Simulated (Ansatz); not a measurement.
# Functionals, potentials and the resistivity of LuH2 (Fm-3m), part 4 of 5

Each step names its level of theory.

So far, coupling constant λ: step 4 (resistivity: LDA at its own relaxed cell) 0.257; step 5 (resistivity: the database cell, unrelaxed, PBEsol) 0.271. Also resistivity at 300 K (μΩ cm): step 4 11.4; step 5 12.5.

## Step 7: Resistivity: PseudoDojo files

Level of this step: DFT PBEsol, scalar-relativistic, plane waves, PseudoDojo norm-conserving pseudopotentials (Ansatz).

Another set of potentials is tried, at its own relaxed cell, which can differ from that of the runs before.

The input, input.yaml:

```yaml
crystal:
  lattice:
    - [0.0, 2.4770869054, 2.4770869054]
    - [2.4770869054, 0.0, 2.4770869054]
    - [2.4770869054, 2.4770869054, 0.0]
  atoms:
    - { symbol: Lu, position: [0.0, 0.0, 0.0] }
    - { symbol: H, position: [0.25, 0.25, 0.25] }
    - { symbol: H, position: [0.75, 0.75, 0.75] }
kpoints:
  mp_grid: { grid: [8, 8, 8] }
hamiltonian:
  xc: pbesol
  pseudopotentials: { kind: nc, accuracy: standard }
scf:
  occupations: { method: methfessel_paxton, width: 0.2 }
output:
  eigenvalues: true
phonons:
  method: dfpt
  qmesh: [2, 2, 2]
  temperatures: { t_max: 1000, t_step: 50 }
  qpath:
    path:
      - [[0.0, 0.0, 0.0], [0.5, 0.0, 0.5], [0.625, 0.25, 0.625]]
      - [[0.375, 0.375, 0.75], [0.0, 0.0, 0.0], [0.5, 0.5, 0.5], [0.5, 0.25, 0.75], [0.5, 0.0, 0.5]]
    npoints: 10
  electrical_resistivity:
    mesh: [12, 12, 12]
    temperatures: [20.0, 50.0, 80.0, 100.0, 150.0, 200.0, 273.0, 300.0, 400.0, 500.0, 600.0, 800.0]
  superconductivity: { mesh: [12, 12, 12], eliashberg_equations: false }
```

Started as:

```bash
> ansatz run input.yaml --threads 8 --pin off --max-ram 16384MiB --backend cpu --events-out ev --progress --plain --runs-dir out
```

Numbers of over 12 decimals in the logs are rounded to 6 here.

What it wrote:

```text
[...]
Crystal: 3 atoms, lattice volume = 30.399 Å³
Basis set: ecut = 1360.569312 eV, 3479 PW (Γ), exchange–correlation on 90×90×90 points (8 copies of the dense FFT grid, shifted against one another)
Bands: 18, of which v1, the nominal top of the filled ones, is band 14 counted from 1 (13 counted from 0)
Symmetry: 48 space group operations
k-points: 29 of 512
[...]
SCF iter   1: F=—  HF=-6740.716747 eV  |F-HF|=—  |Δ(HF+E_count)|=         —  Δρ=8.90e-2  dr2=2.06e0  ethr=3.10e-3  ⟨swp⟩=4.7  Hψ=2133  notcnv=0
[...]
SCF iter   9: F=-6739.948881 eV  HF=-6739.948881 eV  |F-HF|=2.73e-12  |Δ(HF+E_count)|=  3.64e-12  S|Δr|=    0.00e0  Δρ=5.60e-8  dr2=3.99e-13  ethr=1.00e-12  ⟨swp⟩=10.1  Hψ=3295  notcnv=0
SCF 1 converged in 9 iterations: F = -6739.948881 eV  dr2 = 3.99e-13
[...]
SCF iter   1: F=—  HF=-6740.716747 eV  |F-HF|=—  |Δ(HF+E_count)|=         —  Δρ=8.90e-2  dr2=2.06e0  ethr=3.10e-3  ⟨swp⟩=4.7  Hψ=2133  notcnv=0
[...]
SCF iter   9: F=-6739.948881 eV  HF=-6739.948881 eV  |F-HF|=9.09e-13  |Δ(HF+E_count)|=  3.64e-12  S|Δr|=    0.00e0  Δρ=5.49e-8  dr2=3.88e-13  ethr=1.00e-12  ⟨swp⟩=3.4  Hψ=1459  notcnv=0
SCF 2 converged in 9 iterations: F = -6739.948881 eV  dr2 = 3.88e-13
[...]
SCF converged after 9 iterations
[...]
Free energy (F): -6739.948881 eV
[...]
Internal energy: -6739.943707 eV  (E = F + TS)
E sigma→0 (E₀):  -6739.947588 eV
Entropy (-TS):   -0.005174 eV (-1.725 meV/atom)
Fermi energy:    14.765854 eV
[...]
--- Band table (eV; the first three rows and the last of 29) ---
  k-point 0: bands = [... 10 lower, 10.1935, 10.1935, 14.4611, 16.1643, 16.1643, 16.1643, 19.1414, 19.1414]
  k-point 1: bands = [... 10 lower, 10.1800, 10.1939, 13.0989, 16.3637, 16.3637, 17.9609, 18.9148, 18.9148]
  k-point 2: bands = [... 10 lower, 10.1556, 10.1950, 11.7457, 16.5795, 16.5795, 18.9542, 18.9542, 19.9559]
  k-point 28: bands = [... 10 lower, 10.1606, 10.4393, 10.4393, 13.6102, 16.5793, 21.0885, 21.5459, 21.5459]
[...]
ASR residual: 1.384e-4 → 0.000e0 eV/Å²; symmetrization residual: 8.224e-7 eV/Å²
  ASR residual per site (eV/Å²): 1.38e-4 1.75e-5 1.75e-5
  Γ frequencies (cm⁻¹): 0.00 0.00 0.00 992.08 992.08 992.08 1182.90 1182.90 1182.90
--- Phonons (arbitrary-q DFPT): 3 irreducible q on the 2×2×2 mesh ---
[...]
interpolated dispersion: 62 rows × 9 modes
[...]
--- Electrical resistivity: potentials and phonons of a 2×2×2 supercell ---
[...]
at the Fermi level of each mesh (of a tensor a third of its trace):
[...]
12×12×12                     0.2889              5.1167    0.2578    0.3337          25.055
          6×6×6                     0.2828              5.0627    0.2517    0.3230          25.436
          3×3×3                     0.2828              4.8133    0.2106    0.3155          28.627
  resistivity on the deck's mesh, µΩ·cm:
[...]
20.00     6.8412e-3             yes     6.8412e-3     6.8412e-3     6.8412e-3       1.7352e-2         8.5803e-3
     50.00     5.8576e-1             yes     5.8576e-1     5.8576e-1     5.8576e-1       8.2759e-1         5.4000e-1
     80.00      1.9362e0             yes      1.9362e0      1.9362e0      1.9362e0        2.1765e0          1.6157e0
    100.00      2.8619e0             yes      2.8619e0      2.8619e0      2.8619e0        3.0799e0          2.3450e0
    150.00      5.0131e0             yes      5.0131e0      5.0131e0      5.0131e0        5.2492e0          4.0624e0
    200.00      7.0645e0             yes      7.0645e0      7.0645e0      7.0645e0        7.3741e0          5.7160e0
    273.00      1.0143e1             yes      1.0143e1      1.0143e1      1.0143e1        1.0615e1          8.2185e0
    300.00      1.1337e1             yes      1.1337e1      1.1337e1      1.1337e1        1.1881e1          9.1960e0
    400.00      1.6023e1             yes      1.6023e1      1.6023e1      1.6023e1        1.6850e1          1.3058e1
    500.00      2.0988e1             yes      2.0988e1      2.0988e1      2.0988e1        2.2097e1          1.7181e1
    600.00      2.6074e1             yes      2.6074e1      2.6074e1      2.6074e1        2.7454e1          2.1421e1
    800.00      3.6301e1             yes      3.6301e1      3.6301e1      3.6301e1        3.8214e1          2.9962e1
[...]
not converged in the mesh (λ; λ_tr): between neighbouring meshes, the two finest first, λ moves by 2.37 % and 16.32 %, λ_tr by 3.23 % and 2.32 % and the resistivity by up to 1.66 % and 13.85 %; an estimate, no bound, puts it up to 2.4e-7 % above the Boltzmann equation's exact value after up to 5 iterations (at most 30 are made, fewer where the estimate is under 1.0e-6 % of each spin channel's own resistivity)
  vibrations of 8 cells: unjudged by the run; compare a larger repeat
[...]
--- Superconductivity: potentials and phonons of a 2×2×2 supercell ---
[...]
mesh         λ    ħω_log (meV)  μ* declared at (meV)
       12×12×12    0.2578          25.055               70.397
          6×6×6    0.2517          25.436               71.227
          3×3×3    0.2106          28.627               77.712
  λ by the species' shares of the modes' patterns: Lu 0.1911, H 0.0667
[...]
0.08      0.087         0.088             -             -             -             -              -
      0.10      0.024         0.024             -             -             -             -              -
      0.12      0.004         0.004             -             -             -             -              -
      0.13      0.001         0.001             -             -             -             -              -
      0.14      0.000         0.000             -             -             -             -              -
      0.16      0.000         0.000             -             -             -             -              -
      0.20      0.000         0.000             -             -             -             -              -
[...]
vibrations of 8 cells: unjudged by the run; compare a larger repeat
[...]
```

Wall time 75 s (8 threads of Arm Neoverse N1, shared host); peak memory 1.4 GiB; 9.3 min of CPU time.

Numbers from this step:

```yaml
zero_point_energy: 0.4246 eV/cell
highest_frequency_solved_or_plainly_interpolated: 1183 cm⁻¹
debye_temperature_second_moment: 1656 K
resistivity_at_300_k: 11.34 μΩ cm
coupling_constant_lambda: 0.2578
density_of_states_at_the_fermi_level: 0.2889 states/eV a spin and cell
log_mean_phonon_energy_omega_log: 25.05 meV
transport_coupling_constant_lambda_tr: 0.3337, 0.3337, 0.3337 (xx, yy, zz)
drude_plasma_energy: 5.117, 5.117, 5.117 eV (xx, yy, zz)
resistivity_times_mean_free_path: 13.74, 13.74, 13.74 × 10⁻¹⁶ Ω m² (xx, yy, zz)
second_moment_phonon_energy_omega: 70.40 meV
```

The Eliashberg function α²F has structure finer than the step of the table below, so its rows give means over 5 meV, whole bins alone (the curve runs from 0.573 to 146 meV). Peaks (meV: height): α²F 15.5: 0.311, 128.9: 0.257, 139.2: 0.497; α²F tr 15.5: 0.446, 128.9: 0.367, 139.2: 0.734.

The Eliashberg function α²F by phonon energy; means over each step:

```
phonon energy (meV)      α²F  α²F tr
                  5  0.00107  1.5e-4
                 10   0.0455  0.0537
                 15    0.208   0.283
                 20   0.0156  0.0282
                 25        0       0
                 30        0       0
                 35        0       0
                 40        0       0
                 45        0       0
                 50        0       0
                 55        0       0
                 60        0       0
                 65        0       0
                 70        0       0
                 75        0       0
                 80        0       0
                 85        0       0
                 90        0       0
                 95        0       0
                100        0       0
                105        0       0
                110        0       0
                115        0       0
                120   1.9e-5       0
                125   0.0172  0.0161
                130    0.215   0.295
                135    0.186   0.217
                140    0.408   0.531
```

Resistivity, by row:

```
T (K)  ρ_xx (μΩ cm)      ρ_yy      ρ_zz  ρ by Ziman's lowest order, mean  ρ by relaxation times, mean  within 2 % of the coarser mesh
   20      0.006841  0.006841  0.006841                          0.01735                      0.00858                             yes
   50        0.5858    0.5858    0.5858                           0.8276                         0.54                             yes
   80         1.936     1.936     1.936                            2.176                        1.616                             yes
  100         2.862     2.862     2.862                             3.08                        2.345                             yes
  150         5.013     5.013     5.013                            5.249                        4.062                             yes
  200         7.064     7.064     7.064                            7.374                        5.716                             yes
  273         10.14     10.14     10.14                            10.61                        8.218                             yes
  300         11.34     11.34     11.34                            11.88                        9.196                             yes
  400         16.02     16.02     16.02                            16.85                        13.06                             yes
  500         20.99     20.99     20.99                             22.1                        17.18                             yes
  600         26.07     26.07     26.07                            27.45                        21.42                             yes
  800          36.3      36.3      36.3                            38.21                        29.96                             yes
```

Some states were left unconverged by the eigensolver. By its own test the run is not converged in the mesh. λ = 0.258 and 11.3 μΩ cm at 300 K. This session holds no earlier run at the same level of theory and cell to set it against.

## Step 8: Coupling and resistivity: finite displacements

Finite displacements in a supercell are the other road to force constants and couplings; here with the base functional.

This step: DFT PBEsol, scalar-relativistic, plane waves, PAW (Ansatz 0.2.0).

Edit input.yaml of step 7 so:

```diff
@@ -2,5 +2,5 @@
   lattice:
-    - [0.0, 2.4770869054, 2.4770869054]
-    - [2.4770869054, 0.0, 2.4770869054]
-    - [2.4770869054, 2.4770869054, 0.0]
+    - [0.0, 2.4792260564, 2.4792260564]
+    - [2.4792260564, 0.0, 2.4792260564]
+    - [2.4792260564, 2.4792260564, 0.0]
   atoms:
@@ -13,3 +13,2 @@
   xc: pbesol
-  pseudopotentials: { kind: nc, accuracy: standard }
 scf:
@@ -19,4 +18,4 @@
 phonons:
-  method: dfpt
-  qmesh: [2, 2, 2]
+  method: fd
+  supercell: [2, 2, 2]
   temperatures: { t_max: 1000, t_step: 50 }
```

What it wrote:

```text
[...]
Crystal: 24 atoms, lattice volume = 243.819 Å³
Basis set: ecut = 420 eV, 4693 PW (Γ), exchange–correlation on 96×96×96 points (8 copies of the dense FFT grid, shifted against one another)
Bands: 144, of which v1, the nominal top of the filled ones, is band 108 counted from 1 (107 counted from 0)
Symmetry: 384 space group operations
k-points: 8 of 64
[...]
SCF iter   1: F=—  HF=-117159.536139 eV  |F-HF|=—  |Δ(HF+E_count)|=         —  Δρ=4.64e-8  dr2=9.18e-13  ethr=1.00e-12  ⟨swp⟩=3.0  Hψ=2807  notcnv=0
[...]
SCF iter   2: F=-117159.536139 eV  HF=-117159.536139 eV  |F-HF|=2.91e-11  |Δ(HF+E_count)|=    0.00e0  S|Δr|=    0.00e0  Δρ=3.24e-8  dr2=1.05e-12  ethr=1.00e-12  ⟨swp⟩=4.9  Hψ=3863  notcnv=0
SCF 1 converged in 2 iterations: F = -117159.536139 eV  dr2 = 1.05e-12
[...]
Symmetry: 8 space group operations
k-points: 13 of 64 (time reversal used)
iter 1 solved again at ethr=1.86e-8 eV; its pass at ethr=3.10e-3 eV (dr2=4.01e-5 eV) is discarded
[...]
SCF iter   9: F=-117159.536109 eV  HF=-117159.536109 eV  |F-HF|=1.46e-11  |Δ(HF+E_count)|=  4.37e-11  S|Δr|=    0.00e0  Δρ=4.14e-8  dr2=2.06e-12  ethr=1.00e-12  ⟨swp⟩=8.3  Hψ=11695  notcnv=0
SCF 2 converged in 9 iterations: F = -117159.536109 eV  dr2 = 2.06e-12
[...]
Symmetry: 4 space group operations
k-points: 18 of 64 (time reversal used)
[...]
SCF iter  10: F=-117159.536125 eV  HF=-117159.536125 eV  |F-HF|=2.91e-11  |Δ(HF+E_count)|=  2.91e-11  S|Δr|=    0.00e0  Δρ=1.09e-8  dr2=2.10e-13  ethr=1.00e-12  ⟨swp⟩=6.9  Hψ=13519  notcnv=0
SCF 3 converged in 10 iterations: F = -117159.536125 eV  dr2 = 2.10e-13
[...]
Crystal: 3 atoms, lattice volume = 30.477 Å³
Basis set: ecut = 420 eV, 609 PW (Γ), exchange–correlation on 48×48×48 points (8 copies of the dense FFT grid, shifted against one another)
Bands: 18, of which v1, the nominal top of the filled ones, is band 14 counted from 1 (13 counted from 0)
Symmetry: 48 space group operations
k-points: 29 of 512
[...]
SCF iter   1: F=—  HF=-14644.947172 eV  |F-HF|=—  |Δ(HF+E_count)|=         —  Δρ=7.25e-3  dr2=1.02e-2  ethr=1.77e-3  ⟨swp⟩=5.3  Hψ=2929  notcnv=0
[...]
SCF iter   8: F=-14644.942017 eV  HF=-14644.942017 eV  |F-HF|=3.64e-12  |Δ(HF+E_count)|=  1.38e-10  S|Δr|=    0.00e0  Δρ=1.22e-7  dr2=2.56e-12  ethr=1.00e-12  ⟨swp⟩=5.0  Hψ=1891  notcnv=0
SCF 4 converged in 8 iterations: F = -14644.942017 eV  dr2 = 2.56e-12
[...]
SCF converged after 2 iterations
[...]
Free energy (F): -117159.536139 eV
[...]
Internal energy: -117159.494726 eV  (E = F + TS)
E sigma→0 (E₀):  -117159.525785 eV
Entropy (-TS):   -0.041413 eV (-1.726 meV/atom)
Fermi energy:    13.814046 eV
[...]
--- Band table (eV; the first three rows and the last of 8) ---
  k-point 0: bands = [... 104 lower, 11.3715, 11.3715, 13.4849, 15.2124, 15.2124, 15.2124, 15.2836, 15.2836, ... 32 higher]
  k-point 1: bands = [... 104 lower, 12.0612, 12.0612, 12.1276, 14.4422, 14.4422, 14.4422, 15.4113, 15.4113, ... 32 higher]
  k-point 2: bands = [... 104 lower, 13.2173, 13.2173, 13.2173, 13.2173, 13.2173, 13.2173, 15.6267, 15.6267, ... 32 higher]
  k-point 7: bands = [... 104 lower, 13.0970, 13.0970, 13.0970, 13.0970, 14.6653, 14.6653, 14.6653, 14.6653, ... 32 higher]
--- Phonons: 2 displaced members + reference (amplitude 0.0025 Å, Σ member SCF iterations 19) ---
  symmetry images taken by strict's conditions (phonons.symmetry_images: auto; settled by the scattering of the electrons by the phonons, which is asked for)
  ASR residual: 3.567e-4 → 0.000e0 eV/Å²; symmetrization residual: 3.611e-5 eV/Å²
  largest component of a force at the reference: 1.6e-18 eV/Å
  ASR residual per site (eV/Å²): 3.57e-4 3.18e-5 3.18e-5
  Γ frequencies (cm⁻¹): 0.00 0.00 0.00 992.56 992.56 992.56 1182.66 1182.66 1182.66
[...]
--- Electrical resistivity: potentials and phonons of a 2×2×2 supercell ---
[...]
at the Fermi level of each mesh (of a tensor a third of its trace):
[...]
12×12×12                     0.2893              5.1114    0.2580    0.3336          24.973
          6×6×6                     0.2832              5.0575    0.2523    0.3233          25.306
          3×3×3                     0.2832              4.8072    0.2118    0.3151          28.494
  resistivity on the deck's mesh, µΩ·cm:
[...]
20.00     7.0102e-3              no     7.0102e-3     7.0102e-3     7.0102e-3       1.7521e-2         9.1486e-3
     50.00     5.8840e-1             yes     5.8840e-1     5.8840e-1     5.8840e-1       8.3053e-1         5.4433e-1
     80.00      1.9419e0             yes      1.9419e0      1.9419e0      1.9419e0        2.1824e0          1.6238e0
    100.00      2.8693e0             yes      2.8693e0      2.8693e0      2.8693e0        3.0877e0          2.3553e0
    150.00      5.0245e0             yes      5.0245e0      5.0245e0      5.0245e0        5.2612e0          4.0780e0
    200.00      7.0798e0             yes      7.0798e0      7.0798e0      7.0798e0        7.3904e0          5.7369e0
    273.00      1.0164e1             yes      1.0164e1      1.0164e1      1.0164e1        1.0637e1          8.2471e0
    300.00      1.1360e1             yes      1.1360e1      1.1360e1      1.1360e1        1.1905e1          9.2275e0
    400.00      1.6053e1             yes      1.6053e1      1.6053e1      1.6053e1        1.6883e1          1.3100e1
    500.00      2.1025e1             yes      2.1025e1      2.1025e1      2.1025e1        2.2136e1          1.7232e1
    600.00      2.6116e1             yes      2.6116e1      2.6116e1      2.6116e1        2.7498e1          2.1478e1
    800.00      3.6350e1             yes      3.6350e1      3.6350e1      3.6350e1        3.8268e1          3.0034e1
[...]
vibrations of 8 cells: unjudged by the run; compare a larger repeat
[...]
--- Superconductivity: potentials and phonons of a 2×2×2 supercell ---
[...]
mesh         λ    ħω_log (meV)  μ* declared at (meV)
       12×12×12    0.2580          24.973               70.327
          6×6×6    0.2523          25.306               71.088
          3×3×3    0.2118          28.494               77.442
  λ by the species' shares of the modes' patterns: Lu 0.1914, H 0.0666
[...]
0.08      0.088         0.089             -             -             -             -              -
      0.10      0.024         0.024             -             -             -             -              -
      0.12      0.004         0.004             -             -             -             -              -
      0.13      0.001         0.001             -             -             -             -              -
      0.14      0.000         0.000             -             -             -             -              -
      0.16      0.000         0.000             -             -             -             -              -
      0.20      0.000         0.000             -             -             -             -              -
[...]
vibrations of 8 cells: unjudged by the run; compare a larger repeat
[...]
```

The job ended after 46 s (8 threads; peak memory 1.8 GiB; 5.5 min of CPU time).

Numbers from this step:

- volume per atom: 10.16 Å³
- resistivity at 300 K: 11.36 μΩ cm
- coupling constant λ: 0.258
- density of states at the Fermi level: 0.2893 states/eV a spin and cell
- log mean phonon energy ħω_log: 24.97 meV
- transport coupling constant λ_tr: 0.3336, 0.3336, 0.3336 (xx, yy, zz)
- Drude plasma energy: 5.111, 5.111, 5.111 eV (xx, yy, zz)
- resistivity times mean free path: 13.76, 13.76, 13.76 × 10⁻¹⁶ Ω m² (xx, yy, zz)
- second-moment phonon energy ħω₂: 70.33 meV

Resistivity, by row:

```
T (K)  ρ_xx (μΩ cm)     ρ_yy     ρ_zz  ρ by Ziman's lowest order, mean  ρ by relaxation times, mean  within 2 % of the coarser mesh
   20       0.00701  0.00701  0.00701                          0.01752                     0.009149                              no
   50        0.5884   0.5884   0.5884                           0.8305                       0.5443                             yes
   80         1.942    1.942    1.942                            2.182                        1.624                             yes
  100         2.869    2.869    2.869                            3.088                        2.355                             yes
  150         5.024    5.024    5.024                            5.261                        4.078                             yes
  200          7.08     7.08     7.08                             7.39                        5.737                             yes
  273         10.16    10.16    10.16                            10.64                        8.247                             yes
  300         11.36    11.36    11.36                            11.91                        9.228                             yes
  400         16.05    16.05    16.05                            16.88                         13.1                             yes
  500         21.02    21.02    21.02                            22.14                        17.23                             yes
  600         26.12    26.12    26.12                             27.5                        21.48                             yes
  800         36.35    36.35    36.35                            38.27                        30.03                             yes
```

By its own test the run is not converged in the mesh. λ = 0.258 and 11.4 μΩ cm at 300 K. This session holds no earlier run at the same level of theory and cell to set it against.

[end of part 4 of 5]

[Logs are printed without paths, hosts, clocks, repeated set-up lines and the standing remarks that a program may print on its own settings, such as how far it seeks lower states.]

[Hosts, paths, dates, database ids (printed as entryN), source tags and the programs' standing remarks are cut or masked in the printed files.]
